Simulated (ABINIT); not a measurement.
# Quasiparticle gap of Ba2IBrF2 (P4mm) in ABINIT

Aim: the G0W0 gap of Ba2IBrF2 (P4mm) on PBEsol, step by step.

Calculated with ABINIT 10.8.3; PBEsol and many-body steps on it, plane waves.

### 1. The structure

It takes space group P4mm (No. 99, tetragonal). The conventional cell has a = 4.623 Å, b = 4.623 Å, c = 7.991 Å, α = 90.00°, β = 90.00°, γ = 90.00°. Ba has 4 F at 2.70 Å and 4 I at 3.59 Å and 2 Br at 3.89 to 4.10 Å nearest. Nearest to Ba lie 4 F at 2.73 Å and 4 Br at 3.50 Å and 2 I at 3.65 to 4.35 Å and 4 Ba at 4.34 Å. I has 6 Ba at 3.59 to 4.35 Å nearest. Nearest to Br lie 6 Ba at 3.50 to 4.10 Å and 4 F at 3.55 Å. Nearest to F lie 4 Ba at 2.70 to 2.73 Å. Farther neighbours and most contacts between anions are not listed.

The cell and positions are those that the Materials Project relaxed with its own functionals (PBE, PBE+U or r2SCAN), kept fixed. Spin-orbit coupling is left out unless a step names it.

### 2. Ground state

This step: ABINIT 10.8.3; DFT, PBEsol, plane waves, norm-conserving pseudopotentials.

The ground-state density comes first.

The input, run.abi:

```
acell 3*1.0 Angstrom
rprim 
  4.623364000000 0.000000000000 0.000000000000
  0.000000000000 4.623364000000 0.000000000000
  0.000000000000 0.000000000000 7.991386000000
ntypat 4
znucl 56 53 35 9
natom 6
typat 1 1 2 3 4 4
xred 
  0.500000000000 0.500000000000 0.827396000000
  0.000000000000 0.000000000000 0.185191000000
  0.000000000000 0.000000000000 0.641387000000
  0.500000000000 0.500000000000 0.340098000000
  0.500000000000 0.000000000000 0.002964000000
  0.000000000000 0.500000000000 0.002964000000
pp_dirpath "pseudos"
pseudos "Ba.upf, I.upf, Br.upf, F.upf"
ecut 36
ngkpt 4 4 4
nshiftk 1
shiftk 0 0 0
kptopt 1
chksymbreak 0
nband 31
occopt 1
tolvrs 1e-10
nstep 60
prtwf 0
optforces 0
optstress 0
indata_prefix "in"
outdata_prefix "out"
tmpdata_prefix "tmp"
```

On the command line:

```
$ OMP_NUM_THREADS=1 mpirun -n 4 abinit run.abi > log
```

Numbers of over 12 decimals in the logs are rounded to 6 here.

Output:

```text
.Version 10.8.3 of ABINIT. v10.8.2 released Aug 2026.

 Symmetries : space group P4 m m (# 99); Bravais tP (primitive tetrag.)
================================================================================
 Values of the parameters that define the memory need of the present run
     intxc =       0    ionmov =       0      iscf =       7    lmnmax =       6
     lnmax =       6     mgfft =      90  mpssoang =       3    mqgrid =    4079
     natom =       6  nloc_mem =       1    nspden =       1   nspinor =       1
    nsppol =       1      nsym =       8    n1xccc =    2501    ntypat =       4
    occopt =       1   xclevel =       2
-    mband =          31        mffmem =           1         mkmem =           5
       mpw =       11928          nfft =      207360          nkpt =          18
================================================================================
  Rough estimation (10% accuracy) of disk space for files :
================================================================================

--------------------------------------------------------------------------------
------------- Echo of variables that govern the present computation ------------
--------------------------------------------------------------------------------
 -outvars: echo values of preprocessed input variables --------
            acell      1.8897261259E+00  1.8897261259E+00  1.8897261259E+00 Bohr

      chksymbreak           0
             ecut      3.60000000E+01 Hartree
-          fftalg         312

              ixc     -116133
              kpt      0.00000000E+00  0.00000000E+00  0.00000000E+00
                       2.50000000E-01  0.00000000E+00  0.00000000E+00
                       5.00000000E-01  0.00000000E+00  0.00000000E+00
                       2.50000000E-01  2.50000000E-01  0.00000000E+00
                       5.00000000E-01  2.50000000E-01  0.00000000E+00
                       5.00000000E-01  5.00000000E-01  0.00000000E+00
                       0.00000000E+00  0.00000000E+00  2.50000000E-01
                       2.50000000E-01  0.00000000E+00  2.50000000E-01
                       5.00000000E-01  0.00000000E+00  2.50000000E-01
   [... 7 further rows ...]
                       5.00000000E-01  2.50000000E-01  5.00000000E-01
                       5.00000000E-01  5.00000000E-01  5.00000000E-01
         kptrlatt        4    0    0      0    4    0      0    0    4
          kptrlen      3.49475670E+01
P           mkmem           5
            natom           6
            nband          31
            ngfft          48      48      90
             nkpt          18
            nstep          60
             nsym           8
           ntypat           4
              occ      2.000000  2.000000  2.000000  2.000000  2.000000  2.000000
                       2.000000  2.000000  2.000000  2.000000  2.000000  2.000000
                       2.000000  2.000000  2.000000  2.000000  2.000000  2.000000
                       2.000000  2.000000  2.000000  2.000000  2.000000  2.000000
                       0.000000  0.000000  0.000000  0.000000  0.000000  0.000000
                       0.000000
        optforces           0
        optstress           0
            prtwf           0
            rprim      4.6233640000E+00  0.0000000000E+00  0.0000000000E+00
[...]
spgroup          99

           tolvrs      1.00000000E-10

             xred      5.0000000000E-01  5.0000000000E-01  8.2739600000E-01
[...]
znucl       56.00000   53.00000   35.00000    9.00000

================================================================================

 chkinp: Checking input parameters for consistency.

================================================================================
== DATASET  1 ==================================================================
-   mpi_nproc: 4, omp_nthreads: 1 (-1 if OMP is not activated)

--- !DatasetInfo
iteration_state: {dtset: 1, }
dimensions: {natom: 6, nkpt: 18, mband: 31, nsppol: 1, nspinor: 1, nspden: 1, mpw: 11928, }
cutoff_energies: {ecut:  36.0, pawecutdg:  -1.0, }
electrons: {nelect:   4.80000000E+01, charge:   0.00000000E+00, occopt:   1.00000000E+00, tsmear:   1.00000000E-02, }

 Real(R)+Recip(G) space primitive vectors, cartesian coordinates (Bohr,Bohr^-1):
 R(1)=  8.7368917  0.0000000  0.0000000  G(1)=  0.1144572  0.0000000  0.0000000
 R(2)=  0.0000000  8.7368917  0.0000000  G(2)=  0.0000000  0.1144572  0.0000000
 R(3)=  0.0000000  0.0000000 15.1015309  G(3)=  0.0000000  0.0000000  0.0662185
 Unit cell volume ucvol=  1.1527493E+03 bohr^3
 Angles (23,13,12)=  9.00000000E+01  9.00000000E+01  9.00000000E+01 degrees

 getcut: wavevector=  0.0000  0.0000  0.0000  ngfft=  48  48  90
         ecut(hartree)=     36.000   => boxcut(ratio)=   2.03408

--- Pseudopotential description ------------------------------------------------
- Ba Generated using ONCVPSP code by D. R. Hamann
- 56.00000  10.00000  180301                  znucl, zion, pspdat
12 -116133 2 -1 1936                          pspcod,pspxc,lmax,lloc,mmax
     nproj     2     2     2
  pspatm : epsatm=   26.37418133
         --- l  ekb(1:nproj) -->
[...]
pspatm: atomic psp has been read  and splines computed

- I Generated using ONCVPSP code by D. R. Hamann
[...]
- 35.00000   7.00000  180301                  znucl, zion, pspdat
12 -116133 2 -1 1098                          pspcod,pspxc,lmax,lloc,mmax
     nproj     2     2     2
  pspatm : epsatm=   10.94932683
         --- l  ekb(1:nproj) -->
[...]
pspatm: atomic psp has been read  and splines computed

- F Generated using ONCVPSP code by D. R. Hamann
-  9.00000   7.00000  180301                  znucl, zion, pspdat
12 -116133 2 -1 832                           pspcod,pspxc,lmax,lloc,mmax
     nproj     2     2     1
  pspatm : epsatm=    4.89824381
         --- l  ekb(1:nproj) -->
[...]
2   -2.394754
 pspatm: atomic psp has been read  and splines computed

   4.39855496E+03                                ecore*ucvol(ha*bohr**3)
--------------------------------------------------------------------------------

_setup2: Arith. and geom. avg. npw (full set) are   11892.922   11892.907

================================================================================

--- !BeginCycle
iteration_state: {dtset: 1, }
solver: {iscf: 7, nstep: 60, nline: 4, wfoptalg: 0, }
tolerances: {tolvrs: 1.00E-10, }

     iter   Etot(hartree)      deltaE(h)  residm     vres2
 ETOT  1  -134.11148543985    -1.341E+02 9.692E-02 1.560E+03
 ETOT  2  -134.22252913393    -1.110E-01 8.663E-03 5.841E+02
 ETOT  3  -134.44247728397    -2.199E-01 4.039E-03 2.823E+02
 ETOT  4  -134.45734089723    -1.486E-02 2.049E-03 4.272E+01
 ETOT  5  -134.45833889488    -9.980E-04 2.725E-03 3.093E+00
 ETOT  6  -134.45845959061    -1.207E-04 9.932E-04 4.368E-01
 ETOT  7  -134.45847029661    -1.071E-05 2.129E-03 1.488E-02
 ETOT  8  -134.45847063081    -3.342E-07 7.508E-04 2.828E-03
 ETOT  9  -134.45847068620    -5.540E-08 8.672E-04 4.708E-04
 ETOT 10  -134.45847069585    -9.642E-09 5.653E-04 3.729E-05
 ETOT 11  -134.45847069668    -8.301E-10 3.321E-04 1.338E-06
 ETOT 12  -134.45847069673    -5.431E-11 2.369E-04 4.635E-08
 ETOT 13  -134.45847069676    -2.879E-11 1.222E-04 7.298E-09
 ETOT 14  -134.45847069675     7.191E-12 7.975E-05 2.834E-10
 ETOT 15  -134.45847069675     8.527E-13 8.827E-05 1.888E-11

 At SCF step   15       vres2   =  1.89E-11 < tolvrs=  1.00E-10 =>converged.

--- !ResultsGS
iteration_state: {dtset: 1, }
comment   : Summary of ground state results
lattice_vectors:
- [  8.7368917,   0.0000000,   0.0000000, ]
- [  0.0000000,   8.7368917,   0.0000000, ]
- [  0.0000000,   0.0000000,  15.1015309, ]
lattice_lengths: [   8.73689,    8.73689,   15.10153, ]
lattice_angles: [ 90.000,  90.000,  90.000, ] # degrees, (23, 13, 12)
lattice_volume:   1.1527493E+03
convergence: {deltae:  8.527E-13, res2:  1.888E-11, residm:  8.827E-05, diffor:  0.000E+00, }
etotal    :  -1.34458471E+02
entropy   :   0.00000000E+00
fermie    :   8.80725935E-02
cartesian_stress_tensor: null
pressure_GPa: null
xred      :
- [  5.0000E-01,   5.0000E-01,   8.2740E-01, Ba]
- [  0.0000E+00,   0.0000E+00,   1.8519E-01, Ba]
- [  0.0000E+00,   0.0000E+00,   6.4139E-01,  I]
- [  5.0000E-01,   5.0000E-01,   3.4010E-01, Br]
- [  5.0000E-01,   0.0000E+00,   2.9640E-03,  F]
- [  0.0000E+00,   5.0000E-01,   2.9640E-03,  F]
cartesian_forces: null
force_length_stats: {min: null, max: null, mean: null, }

 Integrated electronic density in atomic spheres:
 ------------------------------------------------
 Atom  Sphere_radius  Integrated_density
[...]
================================================================================

 ----iterations are completed or convergence reached----

 Mean square residual over all n,k,spin=   66.589E-08; max=  88.271E-06
 reduced coordinates (array xred) for    6 atoms
[...]
0.000000000000      0.000000000000      0.185191000000
       0.000000000000      0.000000000000      0.641387000000
       0.500000000000      0.500000000000      0.340098000000
       0.500000000000      0.000000000000      0.002964000000
       0.000000000000      0.500000000000      0.002964000000
 rms dE/dt=  0.0000E+00; max dE/dt=  0.0000E+00; dE/dt below (all hartree)
    1       0.000000000000      0.000000000000      0.000000000000
    2       0.000000000000      0.000000000000      0.000000000000
    3       0.000000000000      0.000000000000      0.000000000000
    4       0.000000000000      0.000000000000      0.000000000000
    5       0.000000000000      0.000000000000      0.000000000000
    6       0.000000000000      0.000000000000      0.000000000000

 cartesian coordinates (angstrom) at end:
    1      2.311682     2.311682     6.612041
    2      0.000000     0.000000     1.479933
    3      0.000000     0.000000     5.125571
    4      2.311682     2.311682     2.717854
    5      2.311682     0.000000     0.023686
    6      0.000000     2.311682     0.023686
 length scales=  1.889726125908  1.889726125908  1.889726125908 bohr
              =  1.000000000000  1.000000000000  1.000000000000 angstroms
 prteigrs : about to open file out_EIG
 Fermi (or HOMO) energy (hartree) =   0.08807   Average Vxc (hartree)=  -0.33044
 Eigenvalues (hartree) for nkpt=  18  k points:
 kpt#   1, nband= 31, wtk=  0.01563, kpt=  0.0000  0.0000  0.0000 (reduced coord)
  -0.85878   -0.85456   -0.69051   -0.68937   -0.38071   -0.32098   -0.31467   -0.31467
  -0.30660   -0.30648   -0.30648   -0.28954   -0.03364   -0.02921   -0.02912   -0.02912
  -0.01167   -0.01167    0.03780    0.05634    0.05634    0.08139    0.08807    0.08807
   0.24426    0.25553    0.27191    0.29581    0.29954    0.32803    0.33363
 prteigrs : prtvol=0 or 1, do not print more k-points.

--- !EnergyTerms
iteration_state     : {dtset: 1, }
comment             : Components of total free energy in Hartree
kinetic             :  5.27107649779340E+01
hartree             :  3.67825829694885E+01
xc                  : -3.32892159115109E+01
Ewald energy        : -8.70123583806601E+01
psp_core            :  3.81570805061811E+00
local_psp           : -1.13369617719672E+02
non_local_psp       :  5.90366531705042E+00
total_energy        : -1.34458470696752E+02
total_energy_eV     : -3.65880138017324E+03
band_energy         : -1.08349092488710E+01

== END DATASET(S) ==============================================================
================================================================================

 -outvars: echo values of variables after computation  --------
           etotal     -1.3445847070E+02
            nband          31
             nkpt          18
          spgroup          99
 [... the other variables as echoed above ...]

 Calculation completed.
```

Run time: 3.7 min. Hardware: 4 MPI ranks of Intel Xeon Platinum 8259CL at 2.50GHz (Skylake/Cascade Lake), shared host; peak memory 0.57 GiB.

Numbers from this step:

```yaml
total_energy: -3658.8014 eV
gap: 4.250 eV
k_of_the_valence_top: 0, 0, 0
k_of_the_conduction_bottom: 0, 0, 0
least_direct_gap: 4.250 eV
```

The gap is direct, at Γ.

(Part 1 of 3 ends here.)

[Paths, hosts, dates, memory and timing lines, banners, echoed tables and standing remarks are left out of the program output.]

[Logs are printed without paths, hosts, clocks, repeated set-up lines and the standing remarks that a program may print on its own settings, such as how far it seeks lower states.]

[Runs of the session that timed out or met a known fault of the program may be left out.]

[Hosts, paths, dates, database ids (printed as entryN), source tags and the programs' standing remarks are cut or masked in the printed files.]

[G0W0 gaps are taken among the corrected bands and points alone; a level outside them can change the order at an edge.]

[Where Ansatz stands beside ABINIT at settings called matched, ABINIT's density can come from a denser mesh and the files from another edition; pairs whose starting gaps differed by over 0.03 eV were left out, so agreement reads better than it is.]
